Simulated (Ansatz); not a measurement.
# Is CuBW in the AlB2 type a stable metal?

The plan: relax CuBW in the AlB2 type, check its phonons, and, if the lattice is stable, compute its Eliashberg function and ρ(T).

Main program and level: Ansatz 0.2.0; DFT PBE, scalar-relativistic, plane waves, PAW; PAW set soft_1.

The structure was built from a prototype and need not be the compound's stable phase.

## 1. Set-up

It takes space group P-6m2 (No. 187, hexagonal). The conventional cell has a = 3.361 Å, b = 3.361 Å, c = 3.530 Å, α = 90.00°, β = 90.00°, γ = 120.00°. Nearest to W lie 6 B at 2.62 Å and 6 Cu at 2.62 Å. Nearest to B lie 3 Cu at 1.94 Å and 6 W at 2.62 Å. Nearest to Cu lie 3 B at 1.94 Å and 6 W at 2.62 Å. Farther neighbours are not listed.

## 2. Relaxation

The structure is brought to rest under this functional.

File input.yaml:

```yaml
crystal:
  lattice:
    - [3.36147, 0.0, 0.0]
    - [-1.68073, 2.91112, 0.0]
    - [0.0, 0.0, 3.52954]
  atoms:
    - { symbol: W, position: [0.0, 0.0, 0.0] }
    - { symbol: B, position: [0.33333333, 0.66666667, 0.5] }
    - { symbol: Cu, position: [0.66666667, 0.33333333, 0.5] }
kpoints:
  mp_grid: { grid: [12, 12, 8] }
hamiltonian:
  xc: pbe
  pseudopotentials: { kind: paw, azcp: { folder: soft_1 } }
scf:
  occupations: { method: gaussian, width: 0.1 }
output:
  forces: true
  stress: true
  eigenvalues: true
relax:
  adjacent_minimum: "off"
  f_tol: 0.005
  max_steps: 80
  cell: { stress_tol: 0.05 }
```

Launch:

```sh
$ ansatz run input.yaml --threads 4 --pin off --max-ram 12288MiB --backend cpu --events-out ev --progress --plain --runs-dir out
```

Numbers of over 12 decimals in the logs are rounded to 6 here.

The program printed:

```text
Engine: ansatz 0.2.0, aarch64-unknown-linux-gnu
Pseudopotentials: kind: paw
Pseudopotential: W, paw, valence charge 14, recommended cutoff 420 eV (normal), soft_1/W.paw.azcp
Pseudopotential: B, paw, valence charge 3, recommended cutoff 420 eV (normal), soft_1/B.paw.azcp
Pseudopotential: Cu, paw, valence charge 19, recommended cutoff 420 eV (normal), soft_1/Cu.paw.azcp
Functional definition: PBE
  parameter kappa = 0.804
  parameter beta = 0.066725
  exchange = pbe_x(kappa = kappa, mu = beta*pi^2/3)
  correlation = pbe_c(beta = beta)
Crystal: 3 atoms, lattice volume = 34.539 Å³
Basis set: ecut = 420 eV, 647 PW (Γ), exchange–correlation on 48×48×48 points (8 copies of the dense FFT grid, shifted against one another)
Bands: 22, of which v1, the nominal top of the filled ones, is band 18 counted from 1 (17 counted from 0)
Symmetry: 12 space group operations
Space group: P-6m2 (ITA 187), of the structure as read, at distance tolerance 3.3e-5 Å
k-points: 95 of 1152 (time reversal used)
Non-local potential: W, projectors of the file, l = 0: 3, l = 1: 2, l = 2: 2, l = 3: 1
Non-local potential: B, projectors of the file, l = 0: 2, l = 1: 2, l = 2: 1
Non-local potential: Cu, projectors of the file, l = 0: 3, l = 1: 2, l = 2: 3, l = 3: 1
PAW form: soft (Blöchl's): semilocal exchange-correlation on the pseudo side does not see the compensation charge
PAW one-centre angular grid: W, 590 points (default); XC on 64 Gauss nodes
PAW one-centre angular grid: B, 110 points (default); XC on 64 Gauss nodes
PAW one-centre angular grid: Cu, 590 points (default); XC on 64 Gauss nodes
Initial density: superposition of atomic densities (chi_scale 0.1, normalization cell, long waves kept (reshape's long-wave potential 0.00 eV rms))
Initial wavefunctions: pseudopotential atomic-orbital guess
Functional: x = pbe(κ = 0.804, μ = 0.219515), c = pbe(β = 0.066725)
SCF iter   1: F=—  HF=-17168.730060 eV  |F-HF|=—  |Δ(HF+E_count)|=         —  Δρ=1.97e-1  dr2=1.27e1  ethr=3.10e-3  ⟨swp⟩=4.0  Hψ=7567  notcnv=0
preconditioner: auto → none  [metal: Δε(μ)=0.049 eV  Ē_g=7.317 eV  σ=0.100 eV  W_gap=0.27  n_scr=8 (ndim 8)  ℏωp=28.3 eV  f_vac=0.000  D(μ)=0.42/eV (n_scr^D=0)  sad-step TF]
SCF iter   2: F=—  HF=-17167.155476 eV  |F-HF|=—  |Δ(HF+E_count)|=    1.57e0  Δρ=8.70e-2  dr2=4.70e0  ethr=3.10e-3  ⟨swp⟩=2.0  Hψ=4710  notcnv=0
SCF iter   3: F=—  HF=-17166.103017 eV  |F-HF|=—  |Δ(HF+E_count)|=    1.05e0  Δρ=5.62e-2  dr2=6.45e-1  ethr=3.10e-3  ⟨swp⟩=2.8  Hψ=4121  notcnv=0
SCF iter   4: F=—  HF=-17165.983392 eV  |F-HF|=—  |Δ(HF+E_count)|=   1.20e-1  Δρ=3.97e-3  dr2=1.67e-3  ethr=1.79e-3  ⟨swp⟩=2.0  Hψ=3513  notcnv=0
SCF iter   5: F=—  HF=-17165.989701 eV  |F-HF|=—  |Δ(HF+E_count)|=   6.31e-3  Δρ=2.87e-3  dr2=1.86e-3  ethr=4.64e-6  ⟨swp⟩=2.0  Hψ=3874  notcnv=0
SCF iter   6: F=—  HF=-17165.989605 eV  |F-HF|=—  |Δ(HF+E_count)|=   9.53e-5  Δρ=5.97e-4  dr2=1.15e-4  ethr=4.64e-6  ⟨swp⟩=2.0  Hψ=3015  notcnv=0
SCF iter   7: F=—  HF=-17165.989517 eV  |F-HF|=—  |Δ(HF+E_count)|=   8.87e-5  Δρ=9.92e-5  dr2=3.11e-6  ethr=3.18e-7  ⟨swp⟩=2.0  Hψ=3802  notcnv=0
SCF iter   8: F=—  HF=-17165.989512 eV  |F-HF|=—  |Δ(HF+E_count)|=   4.51e-6  Δρ=1.39e-5  dr2=7.27e-8  ethr=2.78e-10  ⟨swp⟩=3.0  Hψ=8088  notcnv=0
SCF iter   9: F=-17165.989512 eV  HF=-17165.989512 eV  |F-HF|=9.82e-11  |Δ(HF+E_count)|=   8.41e-9  Δρ=1.80e-6  dr2=6.06e-10  ethr=2.02e-10  ⟨swp⟩=2.1  Hψ=6940  notcnv=0
SCF 1 converged in 9 iterations: F = -17165.989512 eV  dr2 = 6.06e-10
  greatest PAW one-centre occupation: 0.999 electrons in one spin orbital (limit 2), on the W atom at site 0 (counted from 0), in its partial waves of l = 0
relax step   1: F+E_penalty+E_count = -17165.98951211 eV  Δ(F+E_penalty+E_count) = +0.000e0 eV  max|allowed force component| = 6.168e-17 eV/Å  Δτ_max = 0.0000 Å  P = -5.984 GPa  Ω = 34.539 Å³  (9 SCF iters, dr2 threshold 1.00e-7 eV, accepted)
Crystal: 3 atoms, lattice volume = 33.205 Å³
Basis set: ecut = 420 eV, 635 PW (Γ), exchange–correlation on 48×48×48 points (8 copies of the dense FFT grid, shifted against one another)
Initial density: handed on by an earlier stage of this run
Initial wavefunctions: those handed on with the density
iter 1 solved again at ethr=8.66e-5 eV; its pass at ethr=3.10e-3 eV (dr2=3.12e-2 eV) is discarded
SCF iter   1: F=—  HF=-17166.137537 eV  |F-HF|=—  |Δ(HF+E_count)|=         —  Δρ=1.12e-2  dr2=3.17e-2  ethr=8.66e-5  ⟨swp⟩=1.0  Hψ=10710  notcnv=0
preconditioner: auto → none  [insulator: Δε(μ)=0.125 eV  Ē_g=7.336 eV  σ=0.100 eV  W_gap=0.51  n_scr=8 (ndim 8)  ℏωp=28.8 eV  f_vac=0.000  D(μ)=0.35/eV (n_scr^D=0)  ε∞_Penn≈16.4]
SCF iter   2: F=—  HF=-17166.132646 eV  |F-HF|=—  |Δ(HF+E_count)|=   4.89e-3  Δρ=2.92e-3  dr2=9.96e-4  ethr=8.66e-5  ⟨swp⟩=2.1  Hψ=2751  notcnv=0
SCF iter   3: F=—  HF=-17166.132373 eV  |F-HF|=—  |Δ(HF+E_count)|=   2.72e-4  Δρ=1.01e-3  dr2=2.20e-4  ethr=2.77e-6  ⟨swp⟩=2.0  Hψ=3788  notcnv=0
SCF iter   4: F=—  HF=-17166.132406 eV  |F-HF|=—  |Δ(HF+E_count)|=   3.31e-5  Δρ=4.47e-4  dr2=3.42e-5  ethr=6.11e-7  ⟨swp⟩=2.0  Hψ=2433  notcnv=0
SCF iter   5: F=—  HF=-17166.132433 eV  |F-HF|=—  |Δ(HF+E_count)|=   2.65e-5  Δρ=1.72e-4  dr2=9.20e-6  ethr=9.50e-8  ⟨swp⟩=2.0  Hψ=3018  notcnv=0
SCF iter   6: F=-17166.132432 eV  HF=-17166.132433 eV  |F-HF|=1.16e-7  |Δ(HF+E_count)|=   3.43e-7  Δρ=2.30e-5  dr2=1.58e-7  ethr=8.33e-10  ⟨swp⟩=3.1  Hψ=8806  notcnv=0
SCF 2 converged in 6 iterations: F = -17166.132432 eV  dr2 = 1.58e-7
relax step   2: F+E_penalty+E_count = -17166.13243245 eV  Δ(F+E_penalty+E_count) = -1.429e-1 eV  max|allowed force component| = 3.577e-16 eV/Å  Δτ_max = 0.0000 Å  P = +2.789 GPa  Ω = 33.205 Å³  energy of the carried Pulay correction = +9.881e-4 eV  (6 SCF iters, dr2 threshold 3.00e-7 eV, accepted)
Crystal: 3 atoms, lattice volume = 33.188 Å³
iter 1 solved again at ethr=3.00e-5 eV; its pass at ethr=3.10e-3 eV (dr2=1.08e-2 eV) is discarded
SCF iter   1: F=—  HF=-17166.175052 eV  |F-HF|=—  |Δ(HF+E_count)|=         —  Δρ=5.76e-3  dr2=1.12e-2  ethr=3.00e-5  ⟨swp⟩=1.0  Hψ=10706  notcnv=0
preconditioner: auto → none  [metal: Δε(μ)=0.056 eV  Ē_g=7.368 eV  σ=0.100 eV  W_gap=0.30  n_scr=8 (ndim 8)  ℏωp=28.8 eV  f_vac=0.000  D(μ)=0.60/eV (n_scr^D=0)]
SCF iter   2: F=—  HF=-17166.172462 eV  |F-HF|=—  |Δ(HF+E_count)|=   2.59e-3  Δρ=1.85e-3  dr2=1.13e-3  ethr=3.00e-5  ⟨swp⟩=2.0  Hψ=2909  notcnv=0
SCF iter   3: F=—  HF=-17166.172310 eV  |F-HF|=—  |Δ(HF+E_count)|=   1.52e-4  Δρ=9.39e-4  dr2=1.55e-4  ethr=3.13e-6  ⟨swp⟩=2.0  Hψ=3000  notcnv=0
SCF iter   4: F=—  HF=-17166.172273 eV  |F-HF|=—  |Δ(HF+E_count)|=   3.73e-5  Δρ=1.99e-4  dr2=5.79e-6  ethr=4.30e-7  ⟨swp⟩=2.1  Hψ=2917  notcnv=0
iter 5 did not close the SCF: its close was put off for the readings that it lacked (scf_convergence_deferred on its scf_iter line)
SCF iter   5: F=-17166.172275 eV  HF=-17166.172275 eV  |F-HF|=1.38e-7  |Δ(HF+E_count)|=   2.50e-6  Δρ=3.77e-5  dr2=1.22e-7  ethr=1.61e-8  ⟨swp⟩=2.2  Hψ=2890  notcnv=0
SCF iter   6: F=-17166.172275 eV  HF=-17166.172275 eV  |F-HF|=5.49e-10  |Δ(HF+E_count)|=   1.53e-7  Δρ=4.13e-6  dr2=1.92e-9  ethr=3.39e-10  ⟨swp⟩=2.7  Hψ=8121  notcnv=0
SCF 3 converged in 6 iterations: F = -17166.172275 eV  dr2 = 1.92e-9
relax step   3: F+E_penalty+E_count = -17166.17227547 eV  Δ(F+E_penalty+E_count) = -3.984e-2 eV  max|allowed force component| = 2.282e-16 eV/Å  Δτ_max = 0.0000 Å  P = +2.177 GPa  Ω = 33.188 Å³  energy of the carried Pulay correction = +9.042e-4 eV  (6 SCF iters, dr2 threshold 3.00e-7 eV, accepted)
[...]
relax step   4: F+E_penalty+E_count = -17166.17460056 eV  Δ(F+E_penalty+E_count) = -2.325e-3 eV  max|allowed force component| = 5.489e-16 eV/Å  Δτ_max = 0.0000 Å  P = -0.172 GPa  Ω = 33.465 Å³  energy of the carried Pulay correction = +6.559e-4 eV  (6 SCF iters, dr2 threshold 3.00e-7 eV, accepted)
[...]
relax step   5: F+E_penalty+E_count = -17166.17465820 eV  Δ(F+E_penalty+E_count) = -5.765e-5 eV  max|allowed force component| = 3.701e-17 eV/Å  Δτ_max = 0.0000 Å  P = +0.021 GPa  Ω = 33.439 Å³  energy of the carried Pulay correction = +6.748e-4 eV  (6 SCF iters, dr2 threshold 2.92e-7 eV, accepted)
[...]
relax step   6: F+E_penalty+E_count = -17166.17479470 eV  Δ(F+E_penalty+E_count) = -1.365e-4 eV  max|allowed force component| = 4.934e-17 eV/Å  Δτ_max = 0.0000 Å  P = +0.032 GPa  Ω = 33.439 Å³  stress off target by 6.26e-2 GPa  SCF on the basis re-selected at this cell (its energy is not comparable with the rows above)  (6 SCF iters)
[...]
relax step   7: F+E_penalty+E_count = -17166.17479459 eV  Δ(F+E_penalty+E_count) = +1.172e-7 eV  max|allowed force component| = 1.727e-16 eV/Å  Δτ_max = 0.0000 Å  P = +0.002 GPa  Ω = 33.442 Å³  energy of the carried Pulay correction = -3.661e-6 eV  (6 SCF iters, dr2 threshold 9.80e-9 eV, accepted)
iter 1 solved again at ethr=8.75e-9 eV; its pass at ethr=3.10e-3 eV (dr2=3.15e-6 eV) is discarded
SCF iter   1: F=—  HF=-17166.174820 eV  |F-HF|=—  |Δ(HF+E_count)|=         —  Δρ=1.39e-6  dr2=1.79e-10  ethr=8.75e-9  ⟨swp⟩=3.1  Hψ=13695  notcnv=0
SCF iter   2: F=—  HF=-17166.174800 eV  |F-HF|=—  |Δ(HF+E_count)|=   1.99e-5  Δρ=7.27e-7  dr2=7.37e-11  ethr=1.00e-12  ⟨swp⟩=3.0  Hψ=4456  notcnv=0
iter 3 did not close the SCF: its close was put off for the readings that it lacked (scf_convergence_deferred on its scf_iter line)
SCF iter   3: F=-17166.174800 eV  HF=-17166.174800 eV  |F-HF|=1.09e-11  |Δ(HF+E_count)|=  1.82e-11  Δρ=4.29e-7  dr2=1.79e-11  ethr=1.00e-12  ⟨swp⟩=1.0  Hψ=2090  notcnv=0
iter 4 did not close the SCF: its close was put off for the readings that it lacked (scf_convergence_deferred on its scf_iter line)
SCF iter   4: F=-17166.174800 eV  HF=-17166.174800 eV  |F-HF|=7.28e-12  |Δ(HF+E_count)|=  3.27e-11  Δρ=5.49e-8  dr2=7.21e-13  ethr=1.00e-12  ⟨swp⟩=1.0  Hψ=2090  notcnv=0
iter 5 did not close the SCF: its close was put off for the readings that it lacked (scf_convergence_deferred on its scf_iter line)
SCF iter   5: F=-17166.174800 eV  HF=-17166.174800 eV  |F-HF|=3.64e-12  |Δ(HF+E_count)|=  1.09e-11  Δρ=3.28e-8  dr2=2.00e-13  ethr=1.00e-12  ⟨swp⟩=1.0  Hψ=2090  notcnv=0
iter 6 did not close the SCF: its close was put off for the readings that it lacked (scf_convergence_deferred on its scf_iter line)
SCF iter   6: F=-17166.174800 eV  HF=-17166.174800 eV  |F-HF|=7.28e-12  |Δ(HF+E_count)|=  1.09e-11  Δρ=7.32e-9  dr2=2.39e-14  ethr=1.00e-12  ⟨swp⟩=1.0  Hψ=2090  notcnv=0
SCF iter   7: F=-17166.174800 eV  HF=-17166.174800 eV  |F-HF|=3.64e-12  |Δ(HF+E_count)|=    0.00e0  Δρ=4.14e-9  dr2=4.66e-15  ethr=1.00e-12  ⟨swp⟩=2.0  Hψ=5968  notcnv=0
SCF 8 converged in 7 iterations: F = -17166.174800 eV  dr2 = 4.66e-15
relax step   8: F+E_penalty+E_count = -17166.17479969 eV  Δ(F+E_penalty+E_count) = -5.102e-6 eV  max|allowed force component| = 1.542e-16 eV/Å  Δτ_max = 0.0000 Å  P = +0.002 GPa  Ω = 33.442 Å³  stress off target by 2.00e-3 GPa  SCF on the basis re-selected at this cell (its energy is not comparable with the rows above)  (7 SCF iters)
basis re-selected at this cell: Δ(F+E_penalty+E_count) = -5.102e-6 eV, ΔP = +0.000 GPa vs the last step (what re-selecting the basis moved, of the pressure what is left beyond the Pulay correction that the steps carried, after the strain that the cell walked since its last selection, with what the two solves' SCF thresholds leave and, on support functions, any second-order correction that the steps lacked; it is no m [...]
SCF converged after 7 iterations
Free energy (F): -17166.174800 eV
Harris-Foulkes:  -17166.174800 eV  (|F-HF|=3.64e-12)
Internal energy: -17166.171920 eV  (E = F + TS)
E sigma→0 (E₀):  -17166.173360 eV
Entropy (-TS):   -0.002880 eV (-0.960 meV/atom)
Fermi energy:    19.130183 eV
--- Per-component energies (eV) ---
  E_band       = -445.252711
  E_kinetic    = 731.934947
  E_local      = -5700.007886  (includes V_loc(G=0)·N_el)
  E_nonlocal   = 859.818059
  E_hartree    = 2456.367720
  E_xc         = -370.743961
  E_vxc        = -360.860987  (∫ρ·V_xc dr)
  E_paw        = -10461.238620  (= ΣΔE_a)
  E_vpaw       = -888.873454  (= ΣTr[D̂ρ^β])
  E_aug_tail   = 0.001173  (compensation charges beyond the density's cutoff)
  E_ewald      = -4682.303352
  E_smearing   = -0.002880  (= −TS)
  E_closure    = -0.000000  (closes the sum)
  Σ components = -17166.174800   (vs F -17166.174800, Δ=0.00e0)
--- Forces (eV/Å), atoms counted from 1 ---
  atom   1  W      0.00000000     0.00000000     0.00000000
  atom   2  B      0.00000000     0.00000000     0.00000000
  atom   3  Cu    -0.00000000     0.00000000    -0.00000000
  max |Σ_I F_I| component: 3.70e-17 eV/Å
--- Stress (GPa, compression-positive) ---
        0.002001       0.000000       0.000000
        0.000000       0.002001       0.000000
       -0.000000       0.000000       0.000843
  P = ⅓ Tr σ = 0.0016 GPa (0.016 kbar)
--- Band table (eV; the first three rows and the last of 95) ---
  k-point 0: bands = [... 14 lower, 16.8307, 16.8307, 17.3079, 19.3409, 20.1014, 20.1014, 24.0551, 24.1536]
  k-point 1: bands = [... 14 lower, 17.0002, 17.0002, 17.1384, 19.1063, 19.8647, 19.8647, 24.1295, 24.1295]
  k-point 2: bands = [... 14 lower, 16.3489, 17.5445, 17.5445, 19.4487, 19.4726, 19.4726, 23.4477, 23.4477]
  k-point 94: bands = [... 14 lower, 15.3488, 15.9563, 16.2287, 16.5623, 20.8259, 23.1925, 23.3305, 23.5630]
--- Relaxed structure (6 steps of the walk, 6 accepted, 2 SCFs on fresh bases) ---
  F+E_penalty+E_count = -17166.17479969 eV   max|allowed force component| = 1.542e-16 eV/Å   (the final SCF, on the basis selected at the relaxed cell)
  cell:  # Å, volume = 33.4419 Å³
    - [3.451343, -2.9639312088748514e-6, 0]
    - [-1.725669, 2.988952, -2.9514841378927997e-18]
    - [0, -3.578478041644727e-18, 3.241782]
  atoms:
    - { symbol: W, position: [0, 0, 0] }
    - { symbol: B, position: [0.333333, 0.666667, 0.500000] }
    - { symbol: Cu, position: [0.666667, 0.333333, 0.500000] }
```

The job ended after 12 s (4 threads of Arm Neoverse V2, shared host; peak memory 0.43 GiB; 46 s of CPU time).

Step by step:

| step | energy less that of the first step (eV) | largest force component (eV/Å) | pressure (GPa) | volume (Å³) |
| --- | --- | --- | --- | --- |
| 1 | 0.0000 | 0.0000 | -5.98 | 34.54 |
| 2 | -0.1429 | 0.0000 | 2.79 | 33.20 |
| 3 | -0.1828 | 0.0000 | 2.18 | 33.19 |
| 4 | -0.1851 | 0.0000 | -0.17 | 33.46 |
| 5 | -0.1851 | 0.0000 | 0.02 | 33.44 |
| 6* | -0.1853 | 0.0000 | 0.03 | 33.44 |
| 7 | -0.1853 | 0.0000 | 0.00 | 33.44 |
| 8* | -0.1853 | 0.0000 | 0.00 | 33.44 |

Relaxation steps marked * repeat the geometry before them on a plane-wave basis chosen anew for their cell, so energy and pressure can jump there.

The run keeps the 12 symmetry operations that it works with, so distortions that break them were not tested.

| conventional cell, symmetrised | before | after | change |
| --- | --- | --- | --- |
| a (Å) | 3.361 | 3.451 | +2.7 % |
| b (Å) | 3.361 | 3.451 | +2.7 % |
| c (Å) | 3.530 | 3.242 | -8.2 % |
| volume (Å³/atom) | 11.51 | 11.15 | -3.2 % |

The relaxed structure:

```cif
data_structure
_symmetry_space_group_name_H-M 'P 1'
_symmetry_Int_Tables_number 1
_cell_length_a 3.4513
_cell_length_b 3.4513
_cell_length_c 3.2418
_cell_angle_alpha 90.000
_cell_angle_beta 90.000
_cell_angle_gamma 120.000
_cell_volume 33.44
loop_
_atom_site_label
_atom_site_type_symbol
_atom_site_fract_x
_atom_site_fract_y
_atom_site_fract_z
_atom_site_occupancy
W1 W 0.00000 0.00000 0.00000 1
B2 B 0.33333 0.66667 0.50000 1
Cu3 Cu 0.66667 0.33333 0.50000 1
```

This step gave:

* pressure: 0.001615 GPa
* volume per atom: 11.15 Å³/atom
* metallic on mesh: yes
* gap on the k-mesh: 0 eV

The largest force is now zero by symmetry and the largest stress component 0.0020 GPa.

## 3. Tight relaxation

No force is left; the cell is relaxed once more with another smearing and tight thresholds.

input.yaml, the sections that differ from step 2:

```yaml
crystal:
  lattice:
    - [3.4513428282, -2.9639e-06, 0.0]
    - [-1.7256688473, 2.9889520484, 0.0]
    - [0.0, 0.0, 3.2417822226]
  atoms:
    - { symbol: W, position: [0.0, 0.0, 0.0] }
    - { symbol: B, position: [0.3333333333, 0.6666666667, 0.5] }
    - { symbol: Cu, position: [0.6666666667, 0.3333333333, 0.5] }
kpoints:
  mp_grid: { grid: [9, 9, 8] }
scf:
  occupations: { method: methfessel_paxton, width: 0.2 }
relax:
  adjacent_minimum: "off"
  f_tol: 0.001
  max_steps: 60
  cell: { stress_tol: 0.01 }
# hamiltonian, output: as in step 2
```

The program printed:

```text
[the first part of the log is left out]
  E_vxc        = -360.864751  (∫ρ·V_xc dr)
  E_paw        = -10461.232986  (= ΣΔE_a)
  E_vpaw       = -888.861722  (= ΣTr[D̂ρ^β])
  E_aug_tail   = 0.001172  (compensation charges beyond the density's cutoff)
  E_ewald      = -4682.409198
  E_smearing   = 0.001729  (= −TS)
  E_closure    = 0.000000  (closes the sum)
  Σ components = -17166.172750   (vs F -17166.172750, Δ=0.00e0)
[...]
--- Stress (GPa, compression-positive) ---
        0.000246       0.000000       0.000000
        0.000000       0.000246      -0.000000
        0.000000      -0.000000      -0.000885
  P = ⅓ Tr σ = -0.0001 GPa (-0.001 kbar)
--- Band table (eV; the first three rows and the last of 60) ---
[...]
--- Relaxed structure (4 steps of the walk, 4 accepted, 1 SCFs on fresh bases) ---
[...]
cell:  # Å, volume = 33.4394 Å³
    - [3.452194, -2.9646233483624225e-6, 0]
    - [-1.726094, 2.989689, 0]
    - [0, 0, 3.239942]
  atoms:
    - { symbol: W, position: [0, 0, 0] }
    - { symbol: B, position: [0.333333, 0.666667, 0.500000] }
    - { symbol: Cu, position: [0.666667, 0.333333, 0.500000] }
```

Elapsed: 4.8 s, on 4 threads; peak memory 0.39 GiB; 17 s of CPU time.

Little changed from the start: no atom moved by 0.005 Å and no cell edge by 0.1 %.

This step gave:

| Property | Result |
| --- | --- |
| pressure | -1.31e-4 GPa |

The largest force is now zero by symmetry and the largest stress component 8.8e-4 GPa, small enough for phonons.

[end of part 1 of 3]

[Logs are printed without paths, hosts, clocks, repeated set-up lines and the standing remarks that a program may print on its own settings, such as how far it seeks lower states.]

[Hosts, paths, dates, database ids (printed as entryN), source tags and the programs' standing remarks are cut or masked in the printed files.]
